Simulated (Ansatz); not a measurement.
# Na on Ag(100): change of the work function, part 2 of 5

Wanted: Δφ(θ) for Na/Ag(100), starting from the hollow site.

Ansatz 0.2.0; plane-wave DFT, PBEsol, Ansatz PAW.

So far, work function, upper face (eV): step 2 (the clean slab) 4.28.

**3. Adsorbate added, k-mesh 4×4×1, coverage 0.111 ML**

System of this step: Na/Ag(100). The cell holds 37 atoms: 36 Ag and 1 Na. Its edges and angles: a = 8.676 Å, b = 8.676 Å, c = 26.556 Å, α = 90.0°, β = 90.0°, γ = 90.0°. Vacuum lies along c.

The clean slab as it ended is repeated in the plane and the adsorbate is set on one face; the cell's size fixes the coverage, and the k-mesh shrinks with it to keep the sampling density about even. Adsorbate and upper layers relax, since the dipole depends on the height.

Input file input.yaml:

```yaml
crystal:
  lattice:
    - [8.6762002053, 0.0, 0.0]
    - [0.0, 8.6762002053, 0.0]
    - [0.0, 0.0, 26.5558250239]
  atoms:
    - { symbol: Ag, position: [0.1666666667, 0.1666666667, 0.3389086949] }
    - { symbol: Ag, position: [0.0, 0.0, 0.4159162816] }
    - { symbol: Ag, position: [0.1666666667, 0.1666666667, 0.4914493772] }
    - { symbol: Ag, position: [0.0, 0.0, 0.5652226136] }
    - { symbol: Ag, position: [0.1666666667, 0.5, 0.3389086949] }
    - { symbol: Ag, position: [0.0, 0.3333333333, 0.4159162816] }
    - { symbol: Ag, position: [0.1666666667, 0.5, 0.4914493772] }
    - { symbol: Ag, position: [0.0, 0.3333333333, 0.5652226136] }
    - { symbol: Ag, position: [0.1666666667, 0.8333333333, 0.3389086949] }
    - { symbol: Ag, position: [0.0, 0.6666666667, 0.4159162816] }
    - { symbol: Ag, position: [0.1666666667, 0.8333333333, 0.4914493772] }
    - { symbol: Ag, position: [0.0, 0.6666666667, 0.5652226136] }
    - { symbol: Ag, position: [0.5, 0.1666666667, 0.3389086949] }
    - { symbol: Ag, position: [0.3333333333, 0.0, 0.4159162816] }
    - { symbol: Ag, position: [0.5, 0.1666666667, 0.4914493772] }
    - { symbol: Ag, position: [0.3333333333, 0.0, 0.5652226136] }
    - { symbol: Ag, position: [0.5, 0.5, 0.3389086949] }
    - { symbol: Ag, position: [0.3333333333, 0.3333333333, 0.4159162816] }
    - { symbol: Ag, position: [0.5, 0.5, 0.4914493772] }
    - { symbol: Ag, position: [0.3333333333, 0.3333333333, 0.5652226136] }
    - { symbol: Ag, position: [0.5, 0.8333333333, 0.3389086949] }
    - { symbol: Ag, position: [0.3333333333, 0.6666666667, 0.4159162816] }
    - { symbol: Ag, position: [0.5, 0.8333333333, 0.4914493772] }
    - { symbol: Ag, position: [0.3333333333, 0.6666666667, 0.5652226136] }
    - { symbol: Ag, position: [0.8333333333, 0.1666666667, 0.3389086949] }
    - { symbol: Ag, position: [0.6666666667, 0.0, 0.4159162816] }
    - { symbol: Ag, position: [0.8333333333, 0.1666666667, 0.4914493772] }
    - { symbol: Ag, position: [0.6666666667, 0.0, 0.5652226136] }
    - { symbol: Ag, position: [0.8333333333, 0.5, 0.3389086949] }
    - { symbol: Ag, position: [0.6666666667, 0.3333333333, 0.4159162816] }
    - { symbol: Ag, position: [0.8333333333, 0.5, 0.4914493772] }
    - { symbol: Ag, position: [0.6666666667, 0.3333333333, 0.5652226136] }
    - { symbol: Ag, position: [0.8333333333, 0.8333333333, 0.3389086949] }
    - { symbol: Ag, position: [0.6666666667, 0.6666666667, 0.4159162816] }
    - { symbol: Ag, position: [0.8333333333, 0.8333333333, 0.4914493772] }
    - { symbol: Ag, position: [0.6666666667, 0.6666666667, 0.5652226136] }
    - { symbol: Na, position: [0.1666666667, 0.1666666667, 0.6610913051] }
kpoints:
  mp_grid: { grid: [4, 4, 1] }
hamiltonian:
  xc: pbesol
scf:
  occupations: { method: fermi_dirac, width: 0.1 }
  convergence: { dr2_threshold: 1.0e-08 }
efield:
  axis: 3
  dipole_correction: true
  ramp_position: 0.97
  ramp_width: 0.06
relax:
  f_tol: 0.02
  max_steps: 60
  constraints:
    - { sites: [0, 1, 4, 5, 8, 9, 12, 13, 16, 17, 20, 21, 24, 25, 28, 29, 32, 33] }
output:
  bader: true
  write_potential: true
  write_density: true
  volumetric_format: npy
```

On the command line:

```console
> ansatz run input.yaml --threads 4 --pin off --max-ram 12288MiB --backend cpu --events-out ev --progress --plain --runs-dir out
```

Numbers of over 12 decimals in the logs are rounded to 6 here.

Output:

```text
[...]
Crystal: 37 atoms, lattice volume = 1999.028 Å³
Basis set: ecut = 420 eV, 39081 PW (Γ), exchange–correlation on 120×120×360 points (8 copies of the dense FFT grid, shifted against one another)
Bands: 416, of which v1, the nominal top of the filled ones, is band 347 counted from 1 (346 counted from 0)
Symmetry: 8 space group operations
[...]
k-points: 6 of 16
[...]
SCF iter   1: F=—  HF=-272266.925162 eV  |F-HF|=—  |Δ(HF+E_count)|=         —  Δρ=5.05e-3  dr2=5.44e-1  ethr=1.77e-3  p=0.560 e·Å  D=5.07e-2 V/Å  ΔV_dip=-1.35 eV  dr2_dipole=3.45e-2  V_vac-E_F(+/−)=3.01/4.36 eV  ⟨swp⟩=6.3  Hψ=9592  notcnv=0  defer=207
[...]
SCF iter  10: F=-272266.810317 eV  HF=-272266.810317 eV  |F-HF|=4.71e-9  |Δ(HF+E_count)|=   2.71e-8  Δρ=3.47e-7  dr2=3.10e-9  ethr=1.44e-12  p=0.702 e·Å  D=6.36e-2 V/Å  ΔV_dip=-1.69 eV  dr2_dipole=1.45e-10  V_vac-E_F(+/−)=2.72/4.40 eV  ⟨swp⟩=8.3  Hψ=14586  notcnv=0
SCF 1 converged in 10 iterations: F = -272266.810317 eV  dr2 = 3.10e-9
[...]
relax step   1: F+E_penalty+E_count = -272266.81031695 eV  Δ(F+E_penalty+E_count) = +0.000e0 eV  max|allowed force component| = 4.982e-1 eV/Å  Δτ_max = 0.0000 Å  (10 SCF iters, accepted)
[...]
SCF iter   9: F=-272266.858412 eV  HF=-272266.858412 eV  |F-HF|=1.98e-9  |Δ(HF+E_count)|=   1.10e-8  Δρ=3.13e-7  dr2=2.27e-9  ethr=1.44e-12  p=0.664 e·Å  D=6.01e-2 V/Å  ΔV_dip=-1.60 eV  dr2_dipole=4.12e-12  V_vac-E_F(+/−)=2.81/4.40 eV  ⟨swp⟩=8.2  Hψ=14403  notcnv=0
SCF 2 converged in 9 iterations: F = -272266.858412 eV  dr2 = 2.27e-9
[...]
relax step   2: F+E_penalty+E_count = -272266.85841185 eV  Δ(F+E_penalty+E_count) = -4.809e-2 eV  max|allowed force component| = 3.725e-1 eV/Å  Δτ_max = 0.1066 Å  (9 SCF iters, accepted)
SCF iter   1: F=—  HF=-272266.894344 eV  |F-HF|=—  |Δ(HF+E_count)|=         —  Δρ=4.87e-4  dr2=1.07e-2  ethr=2.32e-5  p=0.664 e·Å  D=6.01e-2 V/Å  ΔV_dip=-1.60 eV  dr2_dipole=2.72e-3  V_vac-E_F(+/−)=2.81/4.41 eV  ⟨swp⟩=5.2  Hψ=6008  notcnv=0  defer=245
[...]
SCF iter   9: F=-272266.901911 eV  HF=-272266.901911 eV  |F-HF|=5.12e-9  |Δ(HF+E_count)|=   4.66e-8  Δρ=4.07e-7  dr2=4.52e-9  ethr=1.44e-12  p=0.592 e·Å  D=5.36e-2 V/Å  ΔV_dip=-1.42 eV  dr2_dipole=3.50e-10  V_vac-E_F(+/−)=2.98/4.40 eV  ⟨swp⟩=8.5  Hψ=14462  notcnv=0
SCF 3 converged in 9 iterations: F = -272266.901911 eV  dr2 = 4.52e-9
relax step   3: F+E_penalty+E_count = -272266.90191086 eV  Δ(F+E_penalty+E_count) = -4.350e-2 eV  max|allowed force component| = 2.091e-2 eV/Å  Δτ_max = 0.1950 Å  (9 SCF iters, accepted)
SCF iter   1: F=—  HF=-272266.903814 eV  |F-HF|=—  |Δ(HF+E_count)|=         —  Δρ=2.47e-4  dr2=1.21e-3  ethr=7.08e-7  p=0.592 e·Å  D=5.36e-2 V/Å  ΔV_dip=-1.42 eV  dr2_dipole=2.61e-6  V_vac-E_F(+/−)=2.98/4.40 eV  ⟨swp⟩=4.2  Hψ=6378  notcnv=0  defer=273
[...]
SCF iter   8: F=-272266.903010 eV  HF=-272266.903010 eV  |F-HF|=2.50e-9  |Δ(HF+E_count)|=   8.85e-9  Δρ=2.02e-7  dr2=1.28e-9  ethr=1.44e-12  p=0.585 e·Å  D=5.30e-2 V/Å  ΔV_dip=-1.41 eV  dr2_dipole=2.57e-10  V_vac-E_F(+/−)=2.99/4.40 eV  ⟨swp⟩=8.2  Hψ=14103  notcnv=0
SCF 4 converged in 8 iterations: F = -272266.903010 eV  dr2 = 1.28e-9
[...]
relax step   4: F+E_penalty+E_count = -272266.90300982 eV  Δ(F+E_penalty+E_count) = -1.099e-3 eV  max|allowed force component| = 1.140e-2 eV/Å  Δτ_max = 0.0283 Å  (8 SCF iters, accepted)
NSCF: frozen V_eff on 6 k-points
the search or the solves at the SCF's close seem to have found levels that the self-consistency loop had missed (the run counts 3). By its estimate they hold under 1e-12 electrons; where the run keeps them, the occupations were computed again with them
WARN: The output density's exchange-correlation potential varies sharply where the density is thin. Do not read a vacuum level from v_tot or v_xc, or from such a field of the output density. On a cell that repeats whose density bears no net charge and no dipole along the vacuum's axis use v_es (v_loc + v_h of the components); under efield.dipole_correction with no amplitude use v_es + v_field, which holds any externa [...]
SCF converged after 8 iterations
Free energy (F): -272266.903010 eV
[...]
Internal energy: -272266.549225 eV  (E = F + TS)
E sigma→0 (E₀):  -272266.726118 eV
Entropy (-TS):   -0.353785 eV (-9.562 meV/atom)
Fermi energy:    2.827840 eV
Dipole field:    D = 0.052987 V/Å  (p = 0.585369 e·Å, saw-weighted, corrected)
Work function:   Φ+ = 2.9928 eV   Φ− = 4.3999 eV
[...]
--- Forces (eV/Å), atoms counted from 1 ---
  atom   1  Ag    -0.00000000     0.00000000     0.26793033
  atom   2  Ag    -0.01460960    -0.01460960    -0.25076498
  atom   3  Ag    -0.00000000     0.00000000     0.01139885
  atom   4  Ag    -0.00495771    -0.00495771    -0.00320315
  atom   5  Ag     0.00000000     0.00569747     0.26462323
  atom   6  Ag    -0.01460960     0.01460960    -0.25076498
  atom   7  Ag     0.00000000    -0.00156422     0.00240141
  atom   8  Ag    -0.00495771     0.00495771    -0.00320315
  atom   9  Ag     0.00000000    -0.00569747     0.26462323
  atom  10  Ag    -0.01596693     0.00000000    -0.27863519
  atom  11  Ag     0.00000000     0.00156422     0.00240141
  atom  12  Ag     0.00021048     0.00000000     0.00279188
  atom  13  Ag     0.00569747     0.00000000     0.26462323
  atom  14  Ag     0.01460960    -0.01460960    -0.25076498
  atom  15  Ag    -0.00156422     0.00000000     0.00240141
  atom  16  Ag     0.00495771    -0.00495771    -0.00320315
  atom  17  Ag    -0.00238647    -0.00238647     0.25643040
  atom  18  Ag     0.01460960     0.01460960    -0.25076498
  atom  19  Ag     0.00126123     0.00126123    -0.00022459
  atom  20  Ag     0.00495771     0.00495771    -0.00320315
  atom  21  Ag    -0.00238647     0.00238647     0.25643040
  atom  22  Ag     0.01596693     0.00000000    -0.27863519
  atom  23  Ag     0.00126123    -0.00126123    -0.00022459
  atom  24  Ag    -0.00021048     0.00000000     0.00279188
  atom  25  Ag    -0.00569747     0.00000000     0.26462323
  atom  26  Ag     0.00000000    -0.01596693    -0.27863519
  atom  27  Ag     0.00156422     0.00000000     0.00240141
  atom  28  Ag     0.00000000     0.00021048     0.00279188
  atom  29  Ag     0.00238647    -0.00238647     0.25643040
  atom  30  Ag     0.00000000     0.01596693    -0.27863519
  atom  31  Ag    -0.00126123     0.00126123    -0.00022459
  atom  32  Ag     0.00000000    -0.00021048     0.00279188
  atom  33  Ag     0.00238647     0.00238647     0.25643040
  atom  34  Ag    -0.00000000     0.00000000    -0.26058244
  atom  35  Ag    -0.00126123    -0.00126123    -0.00022459
  atom  36  Ag     0.00000000     0.00000000     0.00367043
  atom  37  Na     0.00000000     0.00000000     0.00388641
  max |Σ_I F_I| component: 2.04e-5 eV/Å
--- Band table (eV; the first three rows and the last of 6) ---
  k-point 0: bands = [... 343 lower, 2.1501, 2.3520, 2.3520, 2.4230, 2.5285, 2.8927, 2.8927, 2.9107, ... 65 higher]
  k-point 1: bands = [... 343 lower, 1.9678, 2.4494, 2.5154, 2.5429, 2.5900, 2.7182, 3.1700, 3.7878, ... 65 higher]
  k-point 2: bands = [... 343 lower, 2.3317, 2.7530, 2.9449, 2.9548, 3.0817, 3.1667, 3.1995, 3.2450, ... 65 higher]
  k-point 5: bands = [... 343 lower, 2.9056, 2.9074, 2.9099, 2.9143, 2.9143, 3.4838, 3.8002, 3.8040, ... 65 higher]
--- Relaxed structure (4 steps of the walk, 4 accepted, 0 SCFs on fresh bases) ---
  F+E_penalty+E_count = -272266.90300982 eV   max|allowed force component| = 1.140e-2 eV/Å
  atoms:
    - { symbol: Ag, position: [0.166667, 0.166667, 0.3389086949] }
    - { symbol: Ag, position: [1.6666659794015235e-11, 1.6666659794015235e-11, 0.415916] }
    - { symbol: Ag, position: [0.166667, 0.166667, 0.490718] }
    - { symbol: Ag, position: [-0.000432755, -0.000432755, 0.565198] }
    - { symbol: Ag, position: [0.166667, 0.500000, 0.3389086949] }
    - { symbol: Ag, position: [1.6666659794015235e-11, 0.333333, 0.415916] }
    - { symbol: Ag, position: [0.166667, 0.500482, 0.491064] }
    - { symbol: Ag, position: [-0.000432755, 0.333766, 0.565198] }
    - { symbol: Ag, position: [0.166667, 0.833333, 0.3389086949] }
    - { symbol: Ag, position: [1.6666659794015235e-11, 0.666667, 0.415916] }
    - { symbol: Ag, position: [0.166667, 0.832851, 0.491064] }
    - { symbol: Ag, position: [5.283157663957374e-6, 0.666667, 0.565439] }
    - { symbol: Ag, position: [0.500000, 0.166667, 0.3389086949] }
    - { symbol: Ag, position: [0.333333, 1.6666659794015235e-11, 0.415916] }
    - { symbol: Ag, position: [0.500482, 0.166667, 0.491064] }
    - { symbol: Ag, position: [0.333766, -0.000432755, 0.565198] }
    - { symbol: Ag, position: [0.500000, 0.500000, 0.3389086949] }
    - { symbol: Ag, position: [0.333333, 0.333333, 0.415916] }
    - { symbol: Ag, position: [0.499988, 0.499988, 0.491299] }
    - { symbol: Ag, position: [0.333766, 0.333766, 0.565198] }
    - { symbol: Ag, position: [0.500000, 0.833333, 0.3389086949] }
    - { symbol: Ag, position: [0.333333, 0.666667, 0.415916] }
    - { symbol: Ag, position: [0.499988, 0.833346, 0.491299] }
    - { symbol: Ag, position: [0.333328, 0.666667, 0.565439] }
    - { symbol: Ag, position: [0.833333, 0.166667, 0.3389086949] }
    - { symbol: Ag, position: [0.666667, 1.6666659794015235e-11, 0.415916] }
    - { symbol: Ag, position: [0.832851, 0.166667, 0.491064] }
    - { symbol: Ag, position: [0.666667, 5.2831576639573615e-6, 0.565439] }
    - { symbol: Ag, position: [0.833333, 0.500000, 0.3389086949] }
    - { symbol: Ag, position: [0.666667, 0.333333, 0.415916] }
    - { symbol: Ag, position: [0.833346, 0.499988, 0.491299] }
    - { symbol: Ag, position: [0.666667, 0.333328, 0.565439] }
    - { symbol: Ag, position: [0.833333, 0.833333, 0.3389086949] }
    - { symbol: Ag, position: [0.666667, 0.666667, 0.415916] }
    - { symbol: Ag, position: [0.833346, 0.833346, 0.491299] }
    - { symbol: Ag, position: [0.666667, 0.666667, 0.565225] }
    - { symbol: Na, position: [0.166667, 0.166667, 0.648671] }
--- Bader charges: 37 sites ---
  site symbol  charge [e]  shift [e]
     0     Ag     -0.0178     0.0000
     1     Ag      0.0211     0.0000
     2     Ag      0.0176     0.0000
     3     Ag     -0.1703     0.0000
     4     Ag     -0.0218     0.0000
     5     Ag      0.0211     0.0000
     6     Ag      0.0150     0.0000
     7     Ag     -0.1703     0.0000
     8     Ag     -0.0218     0.0000
     9     Ag      0.0183     0.0000
    10     Ag      0.0150     0.0000
    11     Ag     -0.0429     0.0000
    12     Ag     -0.0218     0.0000
    13     Ag      0.0211     0.0000
    14     Ag      0.0150     0.0000
    15     Ag     -0.1703     0.0000
    16     Ag     -0.0205     0.0000
    17     Ag      0.0211     0.0000
    18     Ag      0.0149     0.0000
    19     Ag     -0.1703     0.0000
    20     Ag     -0.0205     0.0000
    21     Ag      0.0183     0.0000
    22     Ag      0.0149     0.0000
    23     Ag     -0.0429     0.0000
    24     Ag     -0.0218     0.0000
    25     Ag      0.0183     0.0000
    26     Ag      0.0150     0.0000
    27     Ag     -0.0429     0.0000
    28     Ag     -0.0205     0.0000
    29     Ag      0.0183     0.0000
    30     Ag      0.0149     0.0000
    31     Ag     -0.0429     0.0000
    32     Ag     -0.0205     0.0000
    33     Ag      0.0198     0.0000
    34     Ag      0.0149     0.0000
    35     Ag     -0.0377     0.0000
    36     Na      0.7629     0.0000
  estimated error of the sums over rays = 2.3e-4 e
```

The job ended after 14 min (4 threads of Arm Neoverse V1, shared host; peak memory 8.5 GiB).

Relaxation path:

```csv
step,energy less that of the first step (eV),largest force component (eV/Å)
1,0.0000,0.4982
2,-0.0481,0.3725
3,-0.0916,0.0209
4,-0.0927,0.0114
```

Forces are held to the 8 operations that the run works with; a distortion that breaks them can't arise in this run.

The atoms that moved most (Å):

```
atom      dx      dy      dz  length
Na37   0.000   0.000  -0.330   0.330
 Ag3   0.000   0.000  -0.019   0.019
Ag27  -0.004   0.000  -0.010   0.011
Ag11   0.000  -0.004  -0.010   0.011
 Ag7   0.000   0.004  -0.010   0.011
Ag15   0.004   0.000  -0.010   0.011
Ag32   0.000   0.000   0.006   0.006
Ag24   0.000   0.000   0.006   0.006
```

The relaxed structure:

```xyz
37
Lattice="8.6762 0.0000 0.0000 0.0000 8.6762 0.0000 0.0000 0.0000 26.5558" Properties=species:S:1:pos:R:3
Ag    1.4460    1.4460    9.0000
Ag    0.0000    0.0000   11.0450
Ag    1.4460    1.4460   13.0314
Ag   -0.0038   -0.0038   15.0093
Ag    1.4460    4.3381    9.0000
Ag    0.0000    2.8921   11.0450
Ag    1.4460    4.3423   13.0406
Ag   -0.0038    2.8958   15.0093
Ag    1.4460    7.2302    9.0000
Ag    0.0000    5.7841   11.0450
Ag    1.4460    7.2260   13.0406
Ag    0.0000    5.7841   15.0157
Ag    4.3381    1.4460    9.0000
Ag    2.8921    0.0000   11.0450
Ag    4.3423    1.4460   13.0406
Ag    2.8958   -0.0038   15.0093
Ag    4.3381    4.3381    9.0000
Ag    2.8921    2.8921   11.0450
Ag    4.3380    4.3380   13.0468
Ag    2.8958    2.8958   15.0093
Ag    4.3381    7.2302    9.0000
Ag    2.8921    5.7841   11.0450
Ag    4.3380    7.2303   13.0468
Ag    2.8920    5.7841   15.0157
Ag    7.2302    1.4460    9.0000
Ag    5.7841    0.0000   11.0450
Ag    7.2260    1.4460   13.0406
Ag    5.7841    0.0000   15.0157
Ag    7.2302    4.3381    9.0000
Ag    5.7841    2.8921   11.0450
Ag    7.2303    4.3380   13.0468
Ag    5.7841    2.8920   15.0157
Ag    7.2302    7.2302    9.0000
Ag    5.7841    5.7841   11.0450
Ag    7.2303    7.2303   13.0468
Ag    5.7841    5.7841   15.0100
Na    1.4460    1.4460   17.2260
```

Numbers from this step:

- energy at zero smearing: -272266.7261 eV
- work function, upper face: 2.993 eV
- work function, lower face: 4.400 eV
- dipole along the normal: 0.5854 e·Å
- step between the vacuum levels: -1.407 eV

Running mean over 2.045 Å of the planar mean; the ramp of the sawtooth is left out. The electron's electrostatic potential energy less the Fermi level by z:

```csv
z (Å),electron's electrostatic potential energy less the Fermi level (eV)
4,4.40
5,4.40
6,4.35
7,3.80
8,-1.10
9,-5.54
10,-5.84
11,-5.97
12,-6.25
13,-6.09
14,-6.41
15,-5.71
16,-1.61
17,2.46
18,2.67
19,2.96
20,2.99
21,2.99
22,2.99
23,2.99
```

The relaxation took 4 steps and lowered the energy by 0.093 eV; the largest force on the free atoms ends at 0.011 eV/Å.

The covered face has 2.99 eV, -1.29 eV against the clean one; the bare back face has moved by +0.10 eV, a measure of how thin the slab is.

(Part 2 of 5 ends here.)

[Logs are printed without paths, hosts, clocks, repeated set-up lines and the standing remarks that a program may print on its own settings, such as how far it seeks lower states.]

[Hosts, paths, dates, database ids (printed as entryN), source tags and the programs' standing remarks are cut or masked in the printed files.]

[Maps of the electrostatic potential energy from Ansatz leave out the sawtooth potential of an applied field or a dipole correction, so their vacuum need not be flat; planar profiles and work functions include it.]
